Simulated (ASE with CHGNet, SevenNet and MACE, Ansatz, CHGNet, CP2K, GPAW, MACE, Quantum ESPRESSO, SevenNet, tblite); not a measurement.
# Running the unslipped end of a generalised stacking fault on (111) (glide set) of a Ge-Si solid solution (72 atoms) with machine-learned potentials

Wanted: machine-learned potentials inputs and outputs for the unslipped end of a generalised stacking fault on (111) (glide set) of a Ge-Si solid solution (72 atoms), checked against a plane-wave reference.

Program: ASE with CHGNet, SevenNet and MACE. Level of theory: the method is named at each step. Results are calculated unless marked as measured.

## (1) The structure

The cell holds 72 atoms: 51 Ge and 21 Si. Its edges and angles: a = 6.849 Å, b = 11.862 Å, c = 19.571 Å, α = 90.0°, β = 90.0°, γ = 90.0°. Diamond-structure Ge lattice (a = 5.5919 Å, the value set for the mixture), cell with z along [111], 1 x 3 x 2 periods; the third cell vector is tilted by 0.000 of 1/2[11-2] and lengthened by 0.2 Å, so the stacking has no slip (glide set); displaced by a Gaussian of 0.01 Å; 21 of 72 Ge sites given to Si at random (lattice constant by Vegard's rule between Ge and Si). Then every atom was moved at random, 0.03 Å r.m.s. a Cartesian component. The structure's axis is c.

The yardstick, on the same geometry:

* method: Kohn-Sham DFT, PBE, PAW, plane waves (Ansatz 0.2.0); cutoff 420 eV, Γ point, fermi-dirac smearing of 0.05 eV; PAW set soft_2
* r.m.s. force component: 0.6135 eV/Å
* longest force: 1.953 eV/Å
* pressure: 1.89 GPa
* spacing of highest filled and lowest empty level: 0.2565 eV
* SCF cycles: 8
* time: 29 s on 4 threads of Arm Neoverse V1, shared host
* CPU time: 1.9 min

## (2) CHGNet 0.3.0 potential

Method: machine-learned interatomic potential CHGNet 0.3.0, trained on PBE(+U) plane-wave data.

File run.py:

```python
import numpy as np
from ase.io import read
import mlip  # loads the published weights by name

atoms = read("structure.xyz")
atoms.calc = mlip.calc("chgnet-0.3.0")
energy = atoms.get_potential_energy()
forces = atoms.get_forces()
print(f"energy {energy:.6f} eV")
print("forces (eV/A)")
for i, (a, f) in enumerate(zip(atoms, forces)):
    print(f"{i:4d} {a.symbol:2s} {f[0]:10.5f} {f[1]:10.5f} {f[2]:10.5f}")
stress = -atoms.get_stress(voigt=False) * 160.21766
print("stress (GPa, compression positive)")
for row in stress:
    print(" ".join(f"{x:10.4f}" for x in row))
```

File structure.xyz:

```xyz
72
Lattice="6.84865 0.00000 0.00000 0.00000 11.86221 0.00000 0.00000 0.00000 19.57091" Properties=species:S:1:pos:R:3 pbc="T T T"
Ge 3.42686 2.01681 0.43761
Ge 3.41446 2.00922 2.85637
Ge 5.73835 1.93745 3.63373
Si 5.68287 1.94517 5.98459
Si 6.83173 11.85972 0.35071
Ge 0.00493 0.01222 2.75695
Si 2.27978 11.79566 3.61299
Ge 2.27341 0.05670 6.01277
Ge 4.51182 0.04591 6.89659
Si 4.53340 0.00391 9.31399
Si 3.45316 5.94143 0.33956
Si 3.42919 5.93858 2.81547
Ge 5.68280 5.96551 3.66798
Ge 5.64657 5.96717 6.04976
Si 6.79016 3.97633 0.41901
Ge 6.83906 3.98309 2.84541
Ge 2.25711 3.91607 3.64410
Si 2.30354 3.93363 6.06542
Ge 4.64654 3.96933 6.89738
Si 4.53860 3.96210 9.24862
Ge 1.06599 1.95311 6.87800
Ge 1.11886 1.97399 9.28131
Si 3.40823 2.05631 10.10564
Si 3.42857 2.00222 12.48057
Ge 5.71760 1.95430 13.30646
Si 5.71643 1.94623 15.74421
Ge 0.02116 0.05077 10.09585
Ge 6.84577 0.00546 12.50894
Si 2.27909 11.86138 13.35754
Ge 2.32977 0.02728 15.73638
Ge 4.54367 0.06750 16.51981
Si 4.55401 0.01103 18.95560
Ge 3.40563 9.86509 0.41980
Si 3.45097 9.81479 2.84835
Ge 5.74472 9.87956 3.65389
Ge 5.70273 9.85453 6.06600
Ge 0.06493 7.93594 0.41236
Ge 0.01062 7.89335 2.80666
Ge 2.25499 7.86915 3.66544
Ge 2.30258 7.96203 6.04526
Ge 4.52552 7.86014 6.87017
Ge 4.58360 7.86002 9.33161
Ge 1.15907 5.99397 6.87624
Ge 1.09469 5.88401 9.26291
Ge 3.44220 5.92304 10.02833
Ge 3.40412 5.93099 12.45962
Ge 5.71390 5.94261 13.32544
Ge 5.70130 5.93846 15.73188
Si 6.83687 3.95581 10.09859
Si 0.01514 4.01678 12.52284
Ge 2.26683 3.96945 13.31742
Ge 2.21629 3.94478 15.72875
Ge 4.59743 3.92924 16.54720
Ge 4.59442 3.94181 18.92292
Ge 1.16811 1.98194 16.47694
Ge 1.11386 1.96403 19.04289
[... 12 atom lines left out ...]
Si 1.16989 5.95768 16.51687
Si 1.16187 5.92043 18.98652
Ge 1.12626 9.83875 16.57519
Si 1.10332 9.91693 18.96617
```

On the command line:

```bash
$ OMP_NUM_THREADS=1 python run.py > output.txt
```

What it wrote:

```text
CHGNet v0.3.0 initialized with 412,525 parameters
CHGNet will run on cpu
energy -337.839752 eV
forces (eV/A)
   0 Ge    0.08738   -0.28322   -0.65012
   1 Ge    0.07467   -0.65682   -0.05529
   2 Ge   -0.13786    0.23492   -0.14946
   3 Si   -0.05972    0.12623    0.45387
   4 Si   -0.17104   -0.12745   -0.59210
   5 Ge    0.32028   -0.25891   -0.19333
   6 Si    0.15018   -0.05772   -0.25911
   7 Ge   -0.08515   -0.11731   -0.23534
   8 Ge    0.35373   -0.07197    0.10459
   9 Si   -0.05429    0.45250    0.10933
  10 Si   -0.17759    0.10337   -0.30622
  11 Si   -0.12311   -0.19230   -0.49422
  12 Ge   -0.23120   -0.12067   -0.44539
  13 Ge    0.65959   -0.33866    0.09884
  14 Si    0.39628    0.12560   -0.63504
  15 Ge   -0.19771   -0.06632   -0.34208
  16 Ge    0.14587    0.64805    0.27706
  17 Si    0.02485    0.04212    0.15452
  18 Ge   -0.47599   -0.54034   -0.31211
  19 Si    0.40270   -0.35662    0.45737
  20 Ge    0.01973    0.41642   -0.29525
  21 Ge    0.42802    0.61159    0.16559
  22 Si    0.15997   -0.30955   -0.02149
  23 Si   -0.08445   -0.22929    0.03016
[...]
64 Ge    0.18823    0.09140   -0.09390
  65 Ge   -0.41935    0.10074   -0.06932
  66 Ge    0.44816    0.36377    0.75003
  67 Si   -0.19478   -0.00494    0.62899
  68 Si   -0.31846   -0.28922    0.73801
  69 Si    0.14507   -0.09009    0.39437
  70 Ge    0.37206    0.28164    0.23131
  71 Si    0.13071    0.05558    0.67548
stress (GPa, compression positive)
    3.2645    -0.1359    -0.0635
   -0.1359     3.3628     0.0611
   -0.0635     0.0611     3.2714
```

The job ended after 3.3 s (1 thread of Arm Neoverse V1, shared host; peak memory 0.68 GiB).

Banners, paths, timers and routine set-up lines are dropped from the logs unmarked, and long logs keep their key lines alone; longer cuts are marked.

Compared with the plane-wave run:

```yaml
r_m_s_force_component: 0.3317 eV/Å
r_m_s_difference_of_force_components: 333 meV/Å
longest_difference_of_force_vectors: 1067 meV/Å
force_difference_over_r_m_s_force: 54.27 %
slope_of_forces_against_the_reference_s: 0.4989
correlation_of_force_components: 0.9227
pressure: 3.3 GPa
pressure_difference: 1.41 GPa
```

Length of the force difference by element (eV/Å):

```
element  atoms  mean  most
     Ge     51  0.55   1.1
     Si     21  0.53  0.82
```

The surroundings of Ge37, which bears the longest force, nearest first, numbered as they follow in the input and with coordinates relative to it.

```
atom      x      y      z  distance (Å)  bonds     Fx     Fy  Fz (eV/Å)
Ge37   0.00   0.00   0.00          0.00      4  -0.15  -0.12      -1.02
Ge38  -0.05  -0.04   2.39          2.40      4  -0.11   0.06      -0.03
Si72   1.04   1.98  -1.02          2.46      4   0.13   0.06       0.68
Si70   1.10  -2.02  -1.00          2.50      4   0.15  -0.09       0.39
Si68  -2.30  -0.06  -1.02          2.52      4  -0.19   0.00       0.63
Ge33   3.34   1.93   0.01          3.86      4   0.11   0.03      -0.66
Ge39   2.19  -0.07   3.25          3.92      4   0.46   0.01      -0.48
 Si5  -0.08   3.92  -0.06          3.93      4  -0.17  -0.13      -0.59
Si11   3.39  -1.99  -0.07          3.93      4  -0.18   0.10      -0.31
```

Atoms are counted from 1 here, from 0 in the log.

Forces lie 54 % from the reference's, at 0.029 times its CPU time (on 1 against 4 cores).

## (3) SevenNet l3i5 potential

Method: machine-learned interatomic potential SevenNet l3i5, trained on PBE(+U) plane-wave data.

Changes to run.py since step 2:

```diff
@@ -5,3 +5,3 @@
 atoms = read("structure.xyz")
-atoms.calc = mlip.calc("chgnet-0.3.0")
+atoms.calc = mlip.calc("7net-l3i5")
 energy = atoms.get_potential_energy()
```

structure.xyz is that of step 2.

What it wrote:

```text
energy -346.188446 eV
forces (eV/A)
   0 Ge    0.13443   -0.45988   -1.12290
   1 Ge    0.08945   -1.05558   -0.00991
   2 Ge   -0.31805    0.42058   -0.10722
   3 Si   -0.01983    0.23591    0.71746
   4 Si   -0.28836   -0.32283   -0.96703
   5 Ge    0.43537   -0.41605   -0.12179
   6 Si    0.32985    0.13170   -0.39979
   7 Ge   -0.15547   -0.37021   -0.22568
   8 Ge    0.56341   -0.21568    0.00061
   9 Si    0.03657    0.75959    0.21733
  10 Si   -0.21085    0.06455   -0.31702
  11 Si   -0.17991   -0.37547   -0.64199
  12 Ge   -0.24121   -0.23718   -0.55294
  13 Ge    0.85373   -0.26176    0.12382
  14 Si    0.65909    0.27608   -1.01477
  15 Ge   -0.29281   -0.04664   -0.42957
  16 Ge    0.33091    1.00258    0.32212
  17 Si   -0.10933    0.12481    0.25126
  18 Ge   -0.73204   -0.78449   -0.54351
  19 Si    0.70712   -0.36270    0.69919
  20 Ge    0.10274    0.71655   -0.49869
  21 Ge    0.46484    0.84940    0.30315
  22 Si    0.31013   -0.63825   -0.24169
  23 Si   -0.34267   -0.49912    0.20672
[...]
64 Ge    0.07342    0.15732   -0.14014
  65 Ge   -0.48201    0.13540   -0.08850
  66 Ge    0.42063    0.48192    1.00064
  67 Si   -0.17197   -0.01739    0.84936
  68 Si   -0.48891   -0.37997    0.95090
  69 Si    0.04262   -0.25043    0.52340
  70 Ge    0.56149    0.43965    0.16942
  71 Si    0.22949    0.13808    1.20278
stress (GPa, compression positive)
    2.3619    -0.1391    -0.0964
   -0.1391     2.5492     0.0361
   -0.0964     0.0361     2.1339
```

It took 11 s on 1 thread; peak memory 1.1 GiB.

Numbers from this run, and their distance from the reference:

```
r.m.s. force component                  : 0.4894 eV/Å
r.m.s. difference of force components   : 232.3 meV/Å
longest difference of force vectors     : 577.2 meV/Å
force difference over r.m.s. force      : 37.86 %
slope of forces against the reference's : 0.7464
correlation of force components         : 0.9358
pressure                                : 2.348 GPa
pressure difference                     : 0.4586 GPa
```

Against the first run (54 %), the force difference from the reference is 38 %, at 2.9 times the CPU time.

## (4) MACE MPA-0 medium potential

Method: machine-learned interatomic potential MACE MPA-0 medium, trained on PBE(+U) plane-wave data.

Changes to run.py since step 3:

```diff
@@ -5,3 +5,3 @@
 atoms = read("structure.xyz")
-atoms.calc = mlip.calc("7net-l3i5")
+atoms.calc = mlip.calc("mace-mpa-0-medium")
 energy = atoms.get_potential_energy()
```

structure.xyz is that of step 3.

What it wrote:

```text
energy -345.658297 eV
forces (eV/A)
   0 Ge    0.12438   -0.48264   -1.21153
   1 Ge    0.04116   -1.09117   -0.04138
   2 Ge   -0.25719    0.47402   -0.05593
   3 Si    0.01040    0.20262    0.73228
   4 Si   -0.23197   -0.25659   -0.94639
   5 Ge    0.49031   -0.40384   -0.13284
   6 Si    0.24079    0.24998   -0.40077
   7 Ge   -0.22095   -0.31556   -0.22031
   8 Ge    0.61778   -0.17508    0.01573
   9 Si    0.06517    0.62485    0.11017
  10 Si   -0.10582    0.06215   -0.35916
  11 Si   -0.18824   -0.29532   -0.44559
  12 Ge   -0.35545   -0.17688   -0.60478
  13 Ge    0.90041   -0.28800    0.13951
  14 Si    0.61667    0.11436   -1.00148
  15 Ge   -0.27017   -0.19172   -0.49542
  16 Ge    0.37454    0.96954    0.33834
  17 Si   -0.08256    0.19508    0.29079
  18 Ge   -0.82827   -0.76283   -0.56745
  19 Si    0.66571   -0.23488    0.61780
  20 Ge    0.10295    0.70296   -0.59788
  21 Ge    0.39468    0.79456    0.32544
  22 Si    0.20501   -0.63505   -0.21837
  23 Si   -0.29790   -0.40776    0.25661
[...]
64 Ge    0.21407    0.23228   -0.15949
  65 Ge   -0.61508   -0.01466   -0.09143
  66 Ge    0.48451    0.47102    1.03379
  67 Si   -0.20829    0.06093    0.84010
  68 Si   -0.47553   -0.41450    0.83385
  69 Si   -0.00003   -0.13854    0.53358
  70 Ge    0.56506    0.48878    0.30359
  71 Si    0.19954    0.00103    1.13836
stress (GPa, compression positive)
    1.6960    -0.1075    -0.0769
   -0.1075     1.7888     0.0395
   -0.0769     0.0395     1.0763
```

It took 7.5 s on 1 thread; peak memory 0.86 GiB.

Against the reference:

```yaml
r_m_s_force_component: 0.49 eV/Å
r_m_s_difference_of_force_components: 237.2 meV/Å
longest_difference_of_force_vectors: 659.6 meV/Å
force_difference_over_r_m_s_force: 38.65 %
slope_of_forces_against_the_reference_s: 0.7442
correlation_of_force_components: 0.9318
pressure: 1.52 GPa
pressure_difference: -0.3693 GPa
```

Against the first run (54 %), the force difference from the reference is 39 %, at 2.2 times the CPU time.

## (5) The ladder

Differences are against the plane-wave reference, forces as r.m.s. over components; share is that over the reference's r.m.s. force, slope the least-squares factor from reference forces to these. Total energies of different programs have different zeros and aren't compared.

```
                        run  Δ force, r.m.s. (meV/Å)  share (%)  slope  Δ pressure (GPa)  cores  CPU time  memory (GiB)
                  reference                        -          -      -                 -      4   1.9 min           2.3
     CHGNet 0.3.0 potential                      333       54.3  0.499              1.41      1     3.3 s          0.68
    SevenNet l3i5 potential                      232       37.9  0.746             0.459      1     9.4 s           1.1
MACE MPA-0 medium potential                      237       38.7  0.744            -0.369      1     7.3 s          0.86
```

Times of the machine-learned potentials are mostly Python's start and the loading of weights.

CPU time is summed over cores on a shared host, where runs went side by side, so it is rough. Symmetry, cutoffs, thresholds, outputs and thread counts weren't matched or tuned between programs; memory under MPI is the largest rank's times the ranks.

A second geometry, displaced anew (every atom was moved at random, 0.06 Å r.m.s. a Cartesian component), gives an energy difference that all programs can be tested on. The reference puts it at 34.62 meV/atom.

```
                        run  energy less the first geometry's (meV/atom)  error (meV/atom)  force share at the second geometry (%)
     CHGNet 0.3.0 potential                                        22.90             -11.7                                    40.7
    SevenNet l3i5 potential                                        32.99             -1.63                                    26.8
MACE MPA-0 medium potential                                        33.82            -0.802                                    28.0
```

## (6) What came out

```json
{"nearest in forces": "SevenNet l3i5 potential, 38 %", "its CPU time": "9.4 s"}
```

In words: Machine-learned potentials differ by 38 % (SevenNet l3i5 potential) to 54 % (CHGNet 0.3.0 potential); they were trained on other programs' data. Among those trained on PBE data the slope goes as low as 0.50, which softening far from their training structures can give, though the reference's k-sampling is untested too. The energy difference between the two geometries, 34.6 meV/atom in the reference, is met best by MACE MPA-0 medium potential (-0.802) and worst by CHGNet 0.3.0 potential (-11.7). Machine-learned potentials mimic data converged in k, so the reference's own k-point error enters their differences. The reference's stress is far from hydrostatic: its diagonal is -3.8, 8.3, 1.2 GPa, compression counted positive. The host structure and its lattice constant were typed by rule, without a check against the phase diagram. The reference's pressure of 1.9 GPa belongs to a cell and atoms that aren't relaxed at this level. The electronic-structure runs sample only Γ, in a cell whose shortest periodic width is 7 Å.

[Also dropped from logs without a mark: logging warnings of Python, and SIESTA's first energy breakdown and zero terms.]

[Logs are printed without paths, hosts, clocks, repeated set-up lines and the standing remarks that a program may print on its own settings, such as how far it seeks lower states.]

[Hosts, paths, dates, database ids (printed as entryN), source tags and the programs' standing remarks are cut or masked in the printed files.]
